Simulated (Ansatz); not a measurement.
## Lattice dynamics of SiGe (model cell, started as NiAs type)

Task: relax SiGe (model cell, started as NiAs type), then find its harmonic phonons.

Calculated with Ansatz 0.2.0; DFT PBEsol, scalar-relativistic, plane waves, PAW.

The structure was built from a prototype and need not be the compound's stable phase.

**1. Set-up**

Symmetry: P6_3/mmc, No. 194, hexagonal system. Conventional cell: a = 3.402 Å, b = 3.402 Å, c = 5.443 Å, α = 90.00°, β = 90.00°, γ = 120.00°. Ge has 6 Si at 2.39 Å nearest. Si has 6 Ge at 2.39 Å nearest. Farther neighbours are not listed.

**2. Coarse relaxation**

A rough relaxation comes first, because large forces or stress need no tight tolerances yet.

File input.yaml:

```yaml
crystal:
  lattice:
    - [3.40203, 0.0, 0.0]
    - [-1.70102, 2.94625, 0.0]
    - [0.0, 0.0, 5.44325]
  atoms:
    - { symbol: Ge, position: [0.0, 0.0, 0.0] }
    - { symbol: Ge, position: [0.0, 0.0, 0.5] }
    - { symbol: Si, position: [0.333333, 0.666667, 0.25] }
    - { symbol: Si, position: [0.666667, 0.333333, 0.75] }
kpoints:
  mp_grid: { grid: [6, 6, 4] }
hamiltonian:
  xc: pbesol
scf:
  occupations: { method: gaussian, width: 0.1 }
output:
  forces: true
  stress: true
  eigenvalues: true
relax:
  adjacent_minimum: "off"
  f_tol: 0.05
  max_steps: 80
  cell: { stress_tol: 0.5 }
```

The run is started by

```sh
> ansatz run input.yaml --threads 4 --pin off --max-ram 7168MiB --backend cpu --events-out ev --progress --plain --runs-dir out
```

Numbers of over 12 decimals in the logs are rounded to 6 here.

What it wrote:

```text
[...]
F+E_penalty+E_count = -9748.74185503 eV   max|allowed force component| = 1.665e-16 eV/Å   (the final SCF, on the basis selected at the relaxed cell)
  cell:  # Å, volume = 70.6965 Å³
    - [3.641240, 3.0897274228823877e-6, 0]
    - [-1.820623, 3.153405, 0]
    - [0, 0, 6.156990]
  atoms:
    - { symbol: Ge, position: [0, 0, 0] }
    - { symbol: Ge, position: [0, 0, 0.500000] }
    - { symbol: Si, position: [0.333333, 0.666667, 0.250000] }
    - { symbol: Si, position: [0.666667, 0.333333, 0.75] }
[key lines of the parts left out:]
SCF converged after 4 iterations
Free energy (F): -9748.741855 eV
Fermi energy:    9.818705 eV
P = ⅓ Tr σ = 0.0261 GPa (0.261 kbar)
```

Wall time 4.1 s (4 threads of Arm Neoverse V2, shared host); peak memory 0.37 GiB.

The steps of the relaxation:

| step | energy less that of the first step (eV) | largest force component (eV/Å) | pressure (GPa) | volume (Å³) |
| --- | --- | --- | --- | --- |
| 1 | 0.0000 | 0.0000 | 42.05 | 54.56 |
| 2 | -1.2883 | 0.0000 | 18.49 | 61.36 |
| 3 | -1.7179 | 0.0000 | 7.57 | 65.80 |
| 4 | -1.8162 | 0.0000 | 1.27 | 69.34 |
| 5 | -1.8210 | 0.0000 | -0.13 | 70.44 |
| 6* | -1.8432 | 0.0000 | 0.42 | 70.44 |
| 7 | -1.8438 | 0.0000 | 0.03 | 70.70 |
| 8* | -1.8439 | 0.0000 | 0.03 | 70.70 |

Relaxation steps marked * repeat the geometry before them on a plane-wave basis chosen anew for their cell, so energy and pressure can jump there.

The run keeps the 24 symmetry operations that it works with, so distortions that break them were not tested.

| cell as run | before | after | change |
| --- | --- | --- | --- |
| a (Å) | 3.402 | 3.641 | +7.0 % |
| b (Å) | 3.402 | 3.641 | +7.0 % |
| c (Å) | 5.443 | 6.157 | +13.1 % |
| volume (Å³/atom) | 13.64 | 17.67 | +29.6 % |

The relaxed structure:

```xyz
4
Lattice="3.6412 0.0000 0.0000 -1.8206 3.1534 0.0000 0.0000 0.0000 6.1570" Properties=species:S:1:pos:R:3 pbc="T T T"
Ge    0.0000    0.0000    0.0000
Ge    0.0000    0.0000    3.0785
Si    0.0000    2.1023    1.5392
Si    1.8206    1.0511    4.6177
```

Numbers from this step:

```
pressure          : 0.02608 GPa
volume per atom   : 17.67 Å³
gap on the k-mesh : 0 eV
```

In this step the volume went from 13.64 to 17.67 Å³/atom.

**3. Bringing the structure to rest**

The cell and atoms are relaxed, since residual forces and stress would shift the frequencies.

input.yaml, the sections that differ from step 2:

```yaml
crystal:
  lattice:
    - [3.64124031, 3.0897e-06, 0.0]
    - [-1.8206228308, 3.1534050649, 0.0]
    - [0.0, 0.0, 6.1569898636]
  atoms:
    - { symbol: Ge, position: [0.0, 0.0, 0.0] }
    - { symbol: Ge, position: [0.0, 0.0, 0.5] }
    - { symbol: Si, position: [0.3333333333, 0.6666666667, 0.25] }
    - { symbol: Si, position: [0.6666666667, 0.3333333333, 0.75] }
kpoints:
  mp_grid: { grid: [12, 12, 6] }
relax:
  adjacent_minimum: "off"
  f_tol: 0.005
  max_steps: 80
  cell: { stress_tol: 0.05 }
# hamiltonian, scf, output: as in step 2
```

What it wrote:

```text
[...]
Crystal: 4 atoms, lattice volume = 70.696 Å³
Basis set: ecut = 420 eV, 1353 PW (Γ), exchange–correlation on 50×50×90 points (8 copies of the dense FFT grid, shifted against one another)
Bands: 22, of which v1, the nominal top of the filled ones, is band 18 counted from 1 (17 counted from 0)
Symmetry: 24 space group operations
[...]
k-points: 76 of 864
[...]
--- Relaxed structure (4 steps of the walk, 4 accepted, 1 SCFs on fresh bases) ---
[...]
cell:  # Å, volume = 70.3551 Å³
    - [3.558344, 3.019383443650812e-6, 0]
    - [-1.779175, 3.081615, -1.1268974874094063e-18]
    - [0, -2.2002553634982957e-18, 6.416068]
  atoms:
    - { symbol: Ge, position: [0, 0, 0] }
    - { symbol: Ge, position: [0, 0, 0.500000] }
    - { symbol: Si, position: [0.333333, 0.666667, 0.250000] }
    - { symbol: Si, position: [0.666667, 0.333333, 0.75] }
[key lines of the parts left out:]
SCF converged after 6 iterations
Free energy (F): -9748.706021 eV
Fermi energy:    9.793934 eV
P = ⅓ Tr σ = -0.0116 GPa (-0.116 kbar)
```

Wall time 8.3 s (4 threads); peak memory 0.44 GiB.

The steps of the relaxation:

| step | energy less that of the first step (eV) | largest force component (eV/Å) | pressure (GPa) | volume (Å³) |
| --- | --- | --- | --- | --- |
| 1 | 0.0000 | 0.0000 | 0.42 | 70.70 |
| 2 | -0.0090 | 0.0000 | -0.14 | 70.91 |
| 3 | -0.0168 | 0.0000 | -0.22 | 70.59 |
| 4 | -0.0170 | 0.0000 | -0.02 | 70.36 |
| 5* | -0.0172 | 0.0000 | -0.01 | 70.36 |

Relaxation steps marked * repeat the geometry before them on a plane-wave basis chosen anew for their cell, so energy and pressure can jump there.

The run keeps the 24 symmetry operations that it works with, so distortions that break them were not tested.

| conventional cell, symmetrised | before | after | change |
| --- | --- | --- | --- |
| a (Å) | 3.641 | 3.558 | -2.3 % |
| b (Å) | 3.641 | 3.558 | -2.3 % |
| c (Å) | 6.157 | 6.416 | +4.2 % |
| volume (Å³/atom) | 17.67 | 17.59 | -0.5 % |

The relaxed structure:

```xyz
4
Lattice="3.5583 0.0000 0.0000 -1.7792 3.0816 0.0000 0.0000 0.0000 6.4161" Properties=species:S:1:pos:R:3 pbc="T T T"
Ge    0.0000    0.0000    0.0000
Ge    0.0000    0.0000    3.2080
Si    0.0000    2.0544    1.6040
Si    1.7792    1.0272    4.8121
```

Numbers from this step:

```yaml
pressure: -0.01159 GPa
volume_per_atom: 17.59 Å³
```

In this step the volume went from 17.67 to 17.59 Å³/atom.

**4. Relaxing to small forces for the phonons**

Phonons need a cell at rest on their own settings, so the relaxation is repeated with tight tolerances on forces and stress, using the mesh and the filling of the phonon run that follows.

File input.yaml:

```yaml
crystal:
  lattice:
    - [3.5583441235, 3.0194e-06, 0.0]
    - [-1.7791746766, 3.0816148967, 0.0]
    - [0.0, 0.0, 6.4160682346]
  atoms:
    - { symbol: Ge, position: [0.0, 0.0, 0.0] }
    - { symbol: Ge, position: [0.0, 0.0, 0.5] }
    - { symbol: Si, position: [0.3333333333, 0.6666666667, 0.25] }
    - { symbol: Si, position: [0.6666666667, 0.3333333333, 0.75] }
kpoints:
  mp_grid: { grid: [12, 12, 6] }
hamiltonian:
  xc: pbesol
scf:
  occupations: { method: methfessel_paxton, width: 0.15 }
output:
  forces: true
  stress: true
  eigenvalues: true
relax:
  adjacent_minimum: "off"
  f_tol: 0.001
  max_steps: 60
  cell: { stress_tol: 0.01 }
```

What it wrote:

```text
[...]
Crystal: 4 atoms, lattice volume = 70.355 Å³
Basis set: ecut = 420 eV, 1335 PW (Γ), exchange–correlation on 48×48×90 points (8 copies of the dense FFT grid, shifted against one another)
Bands: 22, of which v1, the nominal top of the filled ones, is band 18 counted from 1 (17 counted from 0)
Symmetry: 24 space group operations
[...]
k-points: 76 of 864
[...]
--- Relaxed structure (4 steps of the walk, 4 accepted, 1 SCFs on fresh bases) ---
[...]
cell:  # Å, volume = 70.3632 Å³
    - [3.560941, 3.021587665578676e-6, 0.0]
    - [-1.780473, 3.083864, 0.0]
    - [0.0, 0.0, 6.407454]
  atoms:
    - { symbol: Ge, position: [0, 0, 0] }
    - { symbol: Ge, position: [0, 0, 0.5] }
    - { symbol: Si, position: [0.333333, 0.666667, 0.25] }
    - { symbol: Si, position: [0.666667, 0.333333, 0.750000] }
[key lines of the parts left out:]
SCF converged after 5 iterations
Free energy (F): -9748.701763 eV
Fermi energy:    9.796536 eV
P = ⅓ Tr σ = 0.0010 GPa (0.010 kbar)
```

Run time: 7.4 s. Hardware: 4 threads; peak memory 0.43 GiB; 28 s of CPU time.

The steps of the relaxation:

| step | energy less that of the first step (eV) | largest force component (eV/Å) | pressure (GPa) | volume (Å³) |
| --- | --- | --- | --- | --- |
| 1 | 0.0000 | 0.0000 | -0.01 | 70.36 |
| 2 | 0.0000 | 0.0000 | 0.00 | 70.35 |
| 3 | 0.0000 | 0.0000 | 0.01 | 70.36 |
| 4 | 0.0000 | 0.0000 | 0.00 | 70.36 |
| 5* | 0.0000 | 0.0000 | 0.00 | 70.36 |

Relaxation steps marked * repeat the geometry before them on a plane-wave basis chosen anew for their cell, so energy and pressure can jump there.

The run keeps the 24 symmetry operations that it works with, so distortions that break them were not tested.

| conventional cell, symmetrised | before | after | change |
| --- | --- | --- | --- |
| a (Å) | 3.558 | 3.561 | +0.1 % |
| b (Å) | 3.558 | 3.561 | +0.1 % |
| c (Å) | 6.416 | 6.407 | -0.1 % |
| volume (Å³/atom) | 17.59 | 17.59 | +0.0 % |

The relaxed structure:

```cif
data_structure
_symmetry_space_group_name_H-M 'P 1'
_symmetry_Int_Tables_number 1
_cell_length_a 3.5609
_cell_length_b 3.5609
_cell_length_c 6.4075
_cell_angle_alpha 90.000
_cell_angle_beta 90.000
_cell_angle_gamma 120.000
_cell_volume 70.36
loop_
_atom_site_label
_atom_site_type_symbol
_atom_site_fract_x
_atom_site_fract_y
_atom_site_fract_z
_atom_site_occupancy
Ge1 Ge 0.00000 0.00000 0.00000 1
Ge2 Ge 0.00000 0.00000 0.50000 1
Si3 Si 0.33333 0.66667 0.25000 1
Si4 Si 0.66667 0.33333 0.75000 1
```

This step gave:

```
pressure : 0.001006 GPa
```

The forces vanish by symmetry and the pressure is 0.001 GPa, within the tolerances set. The cell now holds 17.59 Å³/atom.

**5. Zone-centre response**

The zone centre comes first: it holds the modes that light can see, as far as symmetry allows. No field response is asked, since the mesh shows no gap.

input.yaml, the sections that differ from step 4:

```yaml
crystal:
  lattice:
    - [3.5609407289, 3.0216e-06, 0.0]
    - [-1.7804729812, 3.0838636218, 0.0]
    - [0.0, 0.0, 6.4074540934]
  atoms:
    - { symbol: Ge, position: [0.0, 0.0, 0.0] }
    - { symbol: Ge, position: [0.0, 0.0, 0.5] }
    - { symbol: Si, position: [0.3333333333, 0.6666666667, 0.25] }
    - { symbol: Si, position: [0.6666666667, 0.3333333333, 0.75] }
output:
  eigenvalues: true
phonons:
  method: dfpt
# kpoints, hamiltonian, scf: as in step 4
# relax: removed
```

What it wrote:

```text
[...]
Crystal: 4 atoms, lattice volume = 70.363 Å³
Basis set: ecut = 420 eV, 1335 PW (Γ), exchange–correlation on 48×48×96 points (8 copies of the dense FFT grid, shifted against one another)
Bands: 22, of which v1, the nominal top of the filled ones, is band 18 counted from 1 (17 counted from 0)
Symmetry: 24 space group operations
k-points: 242 of 864 (irreducible under 2 space group operations, time reversal used)
[...]
SCF iter   1: F=—  HF=-9748.707450 eV  |F-HF|=—  |Δ(HF+E_count)|=         —  Δρ=4.08e-3  dr2=1.54e-2  ethr=1.77e-3  ⟨swp⟩=5.2  Hψ=24007  notcnv=0
[...]
SCF iter   9: F=-9748.701763 eV  HF=-9748.701763 eV  |F-HF|=0.00e0  |Δ(HF+E_count)|=  6.18e-11  S|Δr|=    0.00e0  Δρ=1.15e-7  dr2=6.41e-12  ethr=1.00e-12  ⟨swp⟩=5.2  Hψ=25660  notcnv=0
SCF 1 converged in 9 iterations: F = -9748.701763 eV  dr2 = 6.41e-12
[...]
DFPT response loops at Γ: preconditioner auto → Kerker (q_TF=auto, 2.440 Å⁻¹) (partly filled bands, converged f_vac=0.000); β = 1.00, the filter's whole step (`scf.mixing.beta` (0.50) is not read by the response loops under this deck's `scf.mixing.preconditioner`; to damp them name `kerker` or `kerker_dos`, under which they read `scf.mixing.beta`, and type it under 1.00, their step now; both keys bind the ground state too); Broyden in place of MSR1
SCF converged after 9 iterations
[...]
Free energy (F): -9748.701763 eV
[...]
Internal energy: -9748.699654 eV  (E = F + TS)
E sigma→0 (E₀):  -9748.701236 eV
Entropy (-TS):   -0.002110 eV (-0.527 meV/atom)
Fermi energy:    9.796536 eV
[...]
--- Band table (eV; the first three rows and the last of 242) ---
  k-point 0: bands = [... 14 lower, 10.0287, 10.0287, 10.6176, 11.7177, 11.7177, 13.1387, 13.1387, 13.9614]
  k-point 1: bands = [... 14 lower, 10.1139, 10.1139, 11.5531, 11.5741, 11.5741, 13.1429, 13.1429, 13.8145]
  k-point 2: bands = [... 14 lower, 10.3620, 10.3620, 11.1953, 11.1953, 12.3952, 13.2800, 13.2800, 13.4390]
  k-point 241: bands = [... 14 lower, 5.4854, 5.4854, 7.5265, 7.5265, 10.8133, 10.8133, 12.2291, 12.2291]
--- Phonons (Γ-DFPT): 4 representative perturbations + reference, on 242 of 864 k-points (Σ response iterations 12) ---
  k mesh reduced under 2 symmetry operations, with k and −k counted as one. Each operation leaves every solved perturbation unchanged. A smaller set is not used because it would not reduce the number of displacements times k-points to solve
  ASR residual: 4.654e-5 → 0.000e0 eV/Å²; symmetrization residual: 6.885e-5 eV/Å²
  ASR residual per site (eV/Å²): 4.65e-5 4.65e-5 1.83e-5 1.83e-5
  Γ frequencies (cm⁻¹): 0.00 0.00 0.00 79.78 79.78 140.31 191.69 196.34 196.34 211.60 211.60 228.78
  non-analytic LO–TO correction: not included (Born effective charges unavailable; polar crystals: no LO–TO splitting at Γ)
```

Run time: 41 s. Hardware: 4 threads; peak memory 1.5 GiB.

In the SCF lines HF is the Harris–Foulkes energy and dr2 the Hartree energy of the density residual, in eV; the loop may stop once dr2 is under the threshold and the program's other checks hold. Hψ counts applications of the Hamiltonian.

This step gave:

| Quantity | Value |
| --- | --- |
| sum-rule residual before enforcement | 4.65e-5 eV/Å² |
| point group | 6/mmm |
| highest optical mode at the zone centre (no LO-TO term) | 228.8 cm⁻¹ |
| lowest optical zone-centre mode | 79.78 cm⁻¹ |

Patterns of degenerate modes are one choice out of their space. Modes at Γ, with each element's share of the kinetic energy:

| mode | frequency (cm⁻¹) | symmetry | Ge % | Si % |
| --- | --- | --- | --- | --- |
| 1 | 0.0 | acoustic | 72 | 28 |
| 2 | 0.0 | acoustic | 72 | 28 |
| 3 | 0.0 | acoustic | 72 | 28 |
| 4 | 79.8 | E2u | 100 | 0 |
| 5 | 79.8 | E2u | 100 | 0 |
| 6 | 140.3 | B2u | 100 | 0 |
| 7 | 191.7 | A2u | 28 | 72 |
| 8 | 196.3 | E2g | 0 | 100 |
| 9 | 196.3 | E2g | 0 | 100 |
| 10 | 211.6 | E1u | 28 | 72 |
| 11 | 211.6 | E1u | 28 | 72 |
| 12 | 228.8 | B1g | 0 | 100 |

Displacements in mode 4 (79.8 cm⁻¹), the largest set to 1:
```
Ge1  0.00  1.00  0.00
Ge2  0.00 -1.00  0.00
Si3  0.00  0.00  0.00
Si4  0.00  0.00  0.00
```

Displacements in mode 6 (140.3 cm⁻¹), the largest set to 1:
```
Ge1  0.00  0.00 -1.00
Ge2  0.00  0.00  1.00
Si3  0.00  0.00  0.00
Si4  0.00  0.00  0.00
```

Before it was imposed, the acoustic sum rule was missed by 4.7e-5 eV/Å². Small misses are needed for a sound result but don't prove that mesh and cutoff are converged. The lowest optical mode is real, 79.8 cm⁻¹.

(Part 1 of 2 ends here.)

[Logs are printed without paths, hosts, clocks, repeated set-up lines and the standing remarks that a program may print on its own settings, such as how far it seeks lower states.]

[Hosts, paths, dates, database ids (printed as entryN), source tags and the programs' standing remarks are cut or masked in the printed files.]
